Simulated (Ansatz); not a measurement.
# ScF3 (Pm-3m): phonons and vibrational spectra

Wanted: vibrations and spectra of ScF3 (Pm-3m); the cell is already relaxed.

Program: Ansatz 0.2.0. Level of theory: DFT LDA, scalar-relativistic, plane waves, PAW. Results are calculated unless marked as measured.

### 1. The structure

Symmetry: Pm-3m, No. 221, cubic system. Conventional cell: a = 3.973 Å, b = 3.973 Å, c = 3.973 Å, α = 90.00°, β = 90.00°, γ = 90.00°. Sc has 6 F at 1.99 Å nearest. Nearest to F lie 2 Sc at 1.99 Å. Farther neighbours and most contacts between anions are not listed.

### 2. Modes at Γ

The cell comes from relaxations at this level that are not shown. The zone centre is the only wavevector solved here; it holds the modes that light can see, as far as symmetry allows. The response to a homogeneous field gives the Born charges and the dielectric tensor, and its change with displacement the Raman tensors.

The input, input.yaml:

```yaml
crystal:
  lattice:
    - [3.9728884794, 0.0, 0.0]
    - [0.0, 3.9728884794, 0.0]
    - [0.0, 0.0, 3.9728884794]
  atoms:
    - { symbol: Sc, position: [0.0, 0.0, 0.0] }
    - { symbol: F, position: [0.5, 0.0, 0.0] }
    - { symbol: F, position: [0.0, 0.5, 0.0] }
    - { symbol: F, position: [0.0, 0.0, 0.5] }
kpoints:
  mp_grid: { grid: [8, 8, 8] }
hamiltonian:
  xc: lda
scf:
  occupations: { method: fixed }
output:
  eigenvalues: true
phonons:
  method: dfpt
  dielectric: true
  rigid_motions: translations
  raman: true
```

On the command line:

```sh
$ ansatz run input.yaml --threads 4 --pin off --max-ram 7168MiB --backend cpu --events-out ev --progress --plain --runs-dir out
```

Numbers of over 12 decimals in the logs are rounded to 6 here.

The program printed:

```text
Engine: ansatz 0.2.0, aarch64-unknown-linux-gnu
Pseudopotentials: kind: paw
Pseudopotential: Sc, paw, valence charge 11, recommended cutoff 420 eV (normal), Sc.paw.azcp
Pseudopotential: F, paw, valence charge 7, recommended cutoff 420 eV (normal), F.paw.azcp
Functional definition: SPW92
  exchange = slater_x
  correlation = pw_c
Crystal: 4 atoms, lattice volume = 62.707 Å³
Basis set: ecut = 420 eV, 1237 PW (Γ), exchange–correlation on 54×54×54 points (8 copies of the dense FFT grid, shifted against one another)
Bands: 20, of which v1, the nominal top of the filled ones, is band 16 counted from 1 (15 counted from 0)
Symmetry: 48 space group operations
k-points: 170 of 512 (irreducible under 2 space group operations, time reversal used)
Non-local potential: Sc, projectors of the file, l = 0: 3, l = 1: 2, l = 2: 3, l = 3: 1
Non-local potential: F, projectors of the file, l = 0: 2, l = 1: 2, l = 2: 1
PAW form: soft (Blöchl's): semilocal exchange-correlation on the pseudo side does not see the compensation charge
PAW frozen core: Sc, regenerated for the run's functional, and the local potential with it (the file was generated under x = pbe(κ = 0.804, μ = 0.219515), c = pbe(β = 0.066725))
PAW frozen core: F, regenerated for the run's functional, and the local potential with it (the file was generated under x = pbe(κ = 0.804, μ = 0.219515), c = pbe(β = 0.066725))
PAW one-centre angular grid: Sc, 590 points (default); XC on 64 Gauss nodes
PAW one-centre angular grid: F, 110 points (default); XC on 64 Gauss nodes
Initial density: superposition of atomic densities (neutral atoms: chi_scale 0, normalization atom), corrected by the library's trained network
Initial wavefunctions: pseudopotential atomic-orbital guess
Functional: x = slater, c = lda
SCF iter   1: F=—  HF=-4477.845860 eV  |F-HF|=—  |Δ(HF+E_count)|=         —  Δρ=1.84e-2  dr2=1.52e-1  ethr=1.77e-3  ⟨swp⟩=3.6  Hψ=14073  notcnv=0  defer=206
preconditioner: auto → Resta (q_TF=auto, 2.439 Å⁻¹)  ε∞=3.3  [insulator: Δε(μ)=6.054 eV  Ē_g=17.120 eV  n_scr=18 (ndim 8)  ℏωp=25.7 eV  f_vac=0.285  ε∞_Penn≈3.3]
SCF iter   2: F=—  HF=-4477.806455 eV  |F-HF|=—  |Δ(HF+E_count)|=   3.94e-2  Δρ=5.86e-3  dr2=8.32e-3  ethr=4.76e-4  ⟨swp⟩=2.0  Hψ=6665  notcnv=0  defer=273
SCF iter   3: F=—  HF=-4477.803993 eV  |F-HF|=—  |Δ(HF+E_count)|=   2.46e-3  Δρ=1.94e-3  dr2=1.28e-3  ethr=2.60e-5  ⟨swp⟩=2.0  Hψ=5326  notcnv=0  defer=290
SCF iter   4: F=—  HF=-4477.803607 eV  |F-HF|=—  |Δ(HF+E_count)|=   3.87e-4  Δρ=3.17e-4  dr2=4.82e-5  ethr=4.01e-6  ⟨swp⟩=2.6  Hψ=6227  notcnv=0  defer=319
SCF iter   5: F=—  HF=-4477.803603 eV  |F-HF|=—  |Δ(HF+E_count)|=   3.52e-6  Δρ=3.86e-5  dr2=1.26e-6  ethr=1.51e-7  ⟨swp⟩=2.0  Hψ=5077  notcnv=0  defer=18
SCF iter   6: F=—  HF=-4477.803605 eV  |F-HF|=—  |Δ(HF+E_count)|=   1.46e-6  Δρ=1.18e-5  dr2=1.15e-7  ethr=3.92e-9  ⟨swp⟩=2.4  Hψ=5213  notcnv=0  defer=8
SCF iter   7: F=—  HF=-4477.803605 eV  |F-HF|=—  |Δ(HF+E_count)|=   1.21e-7  Δρ=2.74e-6  dr2=5.62e-9  ethr=3.59e-10  ⟨swp⟩=2.4  Hψ=5777  notcnv=0  defer=8
SCF iter   8: F=-4477.803605 eV  HF=-4477.803605 eV  |F-HF|=6.55e-11  |Δ(HF+E_count)|=   1.67e-8  Δρ=3.82e-7  dr2=6.22e-11  ethr=1.00e-12  ⟨swp⟩=6.1  Hψ=20623  notcnv=0
SCF 1 converged in 8 iterations: F = -4477.803605 eV  dr2 = 6.22e-11
  greatest PAW one-centre occupation: 0.998 electrons in one spin orbital (limit 2), on the Sc atom at site 0 (counted from 0), in its partial waves of l = 0
DFPT response loops at Γ: preconditioner auto → none (the input reference at scf.mixing.eps_inf says where Resta's filter doesn't serve); β = 0.50; Broyden in place of MSR1
── the response to a field inside a basis, on 8×8×8 k-points: an SCF that follows is theirs, and a resumed run solves both again ──
Bands: 17, of which v1, the nominal top of the filled ones, is band 16 counted from 1 (15 counted from 0)
k-points: 20 of 512
Initial density: handed on by an earlier stage of this run
Initial wavefunctions: pseudopotential atomic-orbital guess (no wavefunctions were taken with the density)
Eigensolver: Dense (20 Hₖ)
SCF iter   1: F=—  HF=-4477.806210 eV  |F-HF|=—  |Δ(HF+E_count)|=         —  Δρ=8.29e-4  dr2=7.57e-5  ethr=1.00e-1
preconditioner: auto → Resta (q_TF=auto, 2.439 Å⁻¹)  ε∞=3.4  [insulator: Δε(μ)=6.459 eV  Ē_g=16.598 eV  n_scr=18 (ndim 8)  ℏωp=25.7 eV  f_vac=0.281  ε∞_Penn≈3.4]
SCF iter   2: F=—  HF=-4477.806177 eV  |F-HF|=—  |Δ(HF+E_count)|=   3.25e-5  Δρ=3.14e-4  dr2=2.22e-5  ethr=2.37e-7
SCF iter   3: F=—  HF=-4477.806171 eV  |F-HF|=—  |Δ(HF+E_count)|=   5.84e-6  Δρ=1.57e-4  dr2=2.66e-6  ethr=6.93e-8
SCF iter   4: F=—  HF=-4477.806170 eV  |F-HF|=—  |Δ(HF+E_count)|=   1.13e-6  Δρ=6.82e-6  dr2=2.90e-8  ethr=8.33e-9
SCF iter   5: F=—  HF=-4477.806170 eV  |F-HF|=—  |Δ(HF+E_count)|=   6.32e-9  Δρ=1.86e-6  dr2=3.70e-9  ethr=9.07e-11
SCF iter   6: F=—  HF=-4477.806170 eV  |F-HF|=—  |Δ(HF+E_count)|=  6.18e-10  Δρ=4.04e-7  dr2=1.61e-10  ethr=1.16e-11
SCF iter   7: F=-4477.806170 eV  HF=-4477.806170 eV  |F-HF|=1.64e-11  |Δ(HF+E_count)|=  1.96e-10  Δρ=1.01e-7  dr2=6.59e-12  ethr=1.00e-12
SCF 1 converged in 7 iterations: F = -4477.806170 eV  dr2 = 6.59e-12
DFPT response loops at Γ: mixed as the last ones told, above
DFPT response loops at Γ: mixed as the last ones told, above
DFPT response loops at Γ: mixed as the last ones told, above
SCF converged after 8 iterations
Free energy (F): -4477.803605 eV
Harris-Foulkes:  -4477.803605 eV  (|F-HF|=6.55e-11)
Internal energy: -4477.803605 eV  (E = F + TS)
E sigma→0 (E₀):  -4477.803605 eV
Fermi energy:    -0.378234 eV
--- Per-component energies (eV) ---
  E_band       = -389.211428
  E_kinetic    = 878.511452
  E_local      = -3346.646575  (includes V_loc(G=0)·N_el)
  E_nonlocal   = 307.732052
  E_hartree    = 1259.607111
  E_xc         = -338.016993
  E_vxc        = -432.650434  (∫ρ·V_xc dr)
  E_paw        = -1470.936588  (= ΣΔE_a)
  E_vpaw       = -315.378102  (= ΣTr[D̂ρ^β])
  E_aug_tail   = 0.006079  (compensation charges beyond the density's cutoff)
  E_ewald      = -1768.704822
  E_core_change = 0.644678  (= ΣΔE_core)
  E_smearing   = -0.000000  (= −TS)
  E_closure    = 0.000000  (closes the sum)
  Σ components = -4477.803605   (vs F -4477.803605, Δ=0.00e0)
--- Band table (eV; the first three rows and the last of 170) ---
  k-point 0: bands = [... 12 lower, -0.9946, -0.9203, -0.9203, -0.9203, 5.9848, 5.9848, 5.9848, 7.3323]
  k-point 1: bands = [... 12 lower, -1.0593, -1.0150, -0.9366, -0.9366, 5.9912, 6.1281, 6.1281, 7.5427]
  k-point 2: bands = [... 12 lower, -1.2550, -1.0623, -0.9409, -0.9409, 6.0070, 6.4721, 6.4721, 7.8973]
  k-point 169: bands = [... 12 lower, -2.7830, -0.3782, -0.3782, -0.3782, 7.7329, 7.7329, 7.7329, 10.7990]
--- Phonons (Γ-DFPT): 3 representative perturbations + reference, on 170 of 512 k-points (Σ response iterations 10) ---
  k mesh reduced under 2 symmetry operations, with k and −k counted as one. Each operation leaves every solved perturbation unchanged. A smaller set is not considered because the run solves the response to a homogeneous field
  ASR residual: 2.417e-4 → 0.000e0 eV/Å²; symmetrization residual: 2.952e-6 eV/Å²
  ASR residual per site (eV/Å²): 2.42e-4 2.12e-4 2.12e-4 2.12e-4
  Γ frequencies (cm⁻¹): 0.00 0.00 0.00 124.10 124.10 124.10 187.51 187.51 187.51 487.73 487.73 487.73
  ε∞ (high-frequency dielectric tensor):
        2.276556    -0.000000     0.000000
       -0.000000     2.276556     0.000000
        0.000000     0.000000     2.276556
  ε⁰ (static dielectric tensor: ions relaxed, cell fixed):
        7.952043    -0.000000     0.000000
       -0.000000     7.952043     0.000000
        0.000000     0.000000     7.952043
  ε⁰ − ε∞ (ionic part):
        5.675487    -0.000000     0.000000
       -0.000000     5.675487     0.000000
        0.000000     0.000000     5.675487
  softest optical mode at Γ: 124.10 cm⁻¹; the repairs (sum rule, projections) moved no ω² at Γ by more than (1.88 cm⁻¹)²
  Born effective charges Z* (e; rows j = field, columns β = displacement):
    site 0:
         3.97803   -0.00000    0.00000
        -0.00000    3.97803    0.00000
         0.00000   -0.00000    3.97803
    site 1:
        -2.69888    0.00000    0.00000
         0.00000   -0.63958    0.00000
         0.00000   -0.00000   -0.63958
    site 2:
        -0.63958   -0.00000    0.00000
         0.00000   -2.69888    0.00000
         0.00000   -0.00000   -0.63958
    site 3:
        -0.63958    0.00000    0.00000
        -0.00000   -0.63958    0.00000
         0.00000    0.00000   -2.69888
  Z* charge neutrality: 3.024e-5 e pre-enforcement
  k-mesh period / interband length: 31.8 Å / 1.09 Å = 29.05 at k = (0.0000, 0.0000, 0.0000), direct gap 6.905 eV — 14 or more, which is no proof of convergence
  Raman tensors (in the event stream and the table raman_tensors.tsv): an entry may err by 2.9e-4 Å², one of the second-order susceptibility by 4.2e-20 pm/V (basis, points and sum rule); their sum over the sites missed zero by 5.264e-21 Å² ahead of its enforcement
  optical modes at Γ without the LO–TO term, one row a degenerate level:
      ω (cm⁻¹)  modes    IR ((D/Å)²/amu)  static Raman (Å⁴/amu)  depolarisation
        124.10      3             0.0000                 0.0000               —
        187.51      3            11.3083                 0.0000               —
        487.73      3            42.5711                 0.0000               —
  optical modes at Γ + LO–TO along q̂ = [1.0000, 0.0000, 0.0000]:
      ω (cm⁻¹)  modes    IR ((D/Å)²/amu)  static Raman (Å⁴/amu)  depolarisation
        124.10      3             0.0000                 0.0000               —
        187.51      2             7.5389                 0.0000               —
        246.56      1             0.7237                 0.0000               —
        487.73      2            28.3808                 0.0000               —
        693.23      1            17.2361                 0.0000               —
  optical modes at Γ + LO–TO along q̂ = [0.0000, 1.0000, 0.0000]:
      ω (cm⁻¹)  modes    IR ((D/Å)²/amu)  static Raman (Å⁴/amu)  depolarisation
        124.10      3             0.0000                 0.0000               —
        187.51      2             7.5389                 0.0000               —
        246.56      1             0.7237                 0.0000               —
        487.73      2            28.3808                 0.0000               —
        693.23      1            17.2361                 0.0000               —
  optical modes at Γ + LO–TO along q̂ = [0.0000, 0.0000, 1.0000]:
      ω (cm⁻¹)  modes    IR ((D/Å)²/amu)  static Raman (Å⁴/amu)  depolarisation
        124.10      3             0.0000                 0.0000               —
        187.51      2             7.5389                 0.0000               —
        246.56      1             0.7237                 0.0000               —
        487.73      2            28.3808                 0.0000               —
        693.23      1            17.2361                 0.0000               —
```

It took 3.9 min on 4 threads of Arm Neoverse N1, shared host; peak memory 1 GiB; 11 min of CPU time.

This step gave:

```yaml
gap_on_the_k_mesh: 6.363 eV
volume_per_atom: 15.68 Å³
sum_rule_residual_before_enforcement: 2.42e-4 eV/Å²
miss_of_the_charge_sum_rule: 3.02e-5 e
point_group: m-3m
highest_optical_mode_at_the_zone_centre_no_lo_to_term: 487.7 cm⁻¹
lowest_optical_zone_centre_mode: 124.1 cm⁻¹
mean_high_frequency_dielectric_constant: 2.277
largest_born_charge_third_of_the_trace: 3.978 e
mean_static_dielectric_constant: 7.952
top_of_the_zone_centre_spectrum_with_the_field: 693.2 cm⁻¹
```

Without the LO-TO term. Patterns of degenerate modes are one choice out of their space. The modes at Γ (shares of kinetic energy by element, %):

```csv
mode,frequency (cm⁻¹),symmetry,Sc %,F %
1,0.0,acoustic,44,56
2,0.0,acoustic,44,56
3,0.0,acoustic,44,56
4,124.1,T2u,0,100
5,124.1,T2u,0,100
6,124.1,T2u,0,100
7,187.5,T1u,36,64
8,187.5,T1u,36,64
9,187.5,T1u,36,64
10,487.7,T1u,20,80
11,487.7,T1u,20,80
12,487.7,T1u,20,80
```

Displacements in mode 6 (124.1 cm⁻¹), the largest set to 1:
```
Sc1  0.00  0.00  0.00
F2   0.00 -1.00  0.04
F3  -0.06  0.00 -0.04
F4   0.06  1.00  0.00
```

Displacements in mode 11 (487.7 cm⁻¹), the largest set to 1:
```
Sc1  0.00 -0.33  0.00
F2   0.00 -0.11  0.00
F3   0.00  1.00  0.00
F4   0.00 -0.11  0.01
```

Optical modes at the zone centre, without and with the macroscopic field of the longitudinal modes; each column is sorted by frequency, so a row need not hold one and the same mode. Modes with and without the field, by row:

```csv
rank among optical modes,no field (cm⁻¹),"q along (1, 0, 0) (cm⁻¹)"
1,124.1,124.1
2,124.1,124.1
3,124.1,124.1
4,187.5,187.5
5,187.5,187.5
6,187.5,246.6
7,487.7,487.7
8,487.7,487.7
9,487.7,693.2
```

Born charge (rows field, columns displacement) (e), principal values of the symmetric part by kind of site:

```csv
atom,atoms with these values,low,middle,high,mean
Sc1,1,3.98,3.98,3.98,3.98
F2,3,-2.70,-0.64,-0.64,-1.33
```

In full for F2:

```
-2.70  0.00  0.00
 0.00 -0.64  0.00
 0.00  0.00 -0.64
```

High-frequency dielectric tensor:

```
2.28 0.00 0.00
0.00 2.28 0.00
0.00 0.00 2.28
```

Static dielectric tensor (ions relaxed, fixed cell):

```
7.95 0.00 0.00
0.00 7.95 0.00
0.00 0.00 7.95
```

Transverse modes. Infrared lines, with heights relative to the strongest:

```csv
position (cm⁻¹),label,relative intensity
124,T2u,0.0
188,T1u,27
488,T1u,100
```

Before it was imposed, the acoustic sum rule was missed by 2.4e-4 eV/Å² and the charge sum rule by 3.0e-5 e. Small misses are needed for a sound result but don't prove that mesh and cutoff are converged. The lowest optical mode is real, 124 cm⁻¹.

### 3. Outcome

| Item | Value |
| --- | --- |
| space group (within 0.01 Å) | Pm-3m |
| volume per atom | 15.7 Å³ |
| gap on the k-mesh | 6.36 eV |
| highest optical mode at the zone centre (no LO-TO term) | 488 cm⁻¹ |
| top of the zone-centre spectrum with the field | 693 cm⁻¹ |
| lowest optical zone-centre mode | 124 cm⁻¹ |
| mean high-frequency dielectric constant | 2.28 |
| mean static dielectric constant | 7.95 |
| largest Born charge (third of the trace) | 3.98 e |
| imaginary modes at Γ (the only wavevector solved) | none |

**Reading.** The structure is stable against zone-centre distortions, since no mode there is imaginary; runs at other wavevectors are not part of this account. Without the field, the optical modes at Γ span 124 to 488 cm⁻¹. The dispersion is not part of this account. The highest mode in this list at Γ, 487.7 cm⁻¹, is mostly motion of F (80 % of the kinetic energy). With the macroscopic field of the longitudinal modes the top of the zone-centre spectrum lies at 693 cm⁻¹, against 488 cm⁻¹ without it. Lattice motion raises the mean dielectric constant from 2.277 to 7.952. The strongest infrared line is at 488 cm⁻¹. No mode is Raman active to first order. These are harmonic frequencies at zero temperature: anharmonic shifts, linewidths and thermal expansion are left out.

[Logs are printed without paths, hosts, clocks, repeated set-up lines and the standing remarks that a program may print on its own settings, such as how far it seeks lower states.]

[Hosts, paths, dates, database ids (printed as entryN), source tags and the programs' standing remarks are cut or masked in the printed files.]
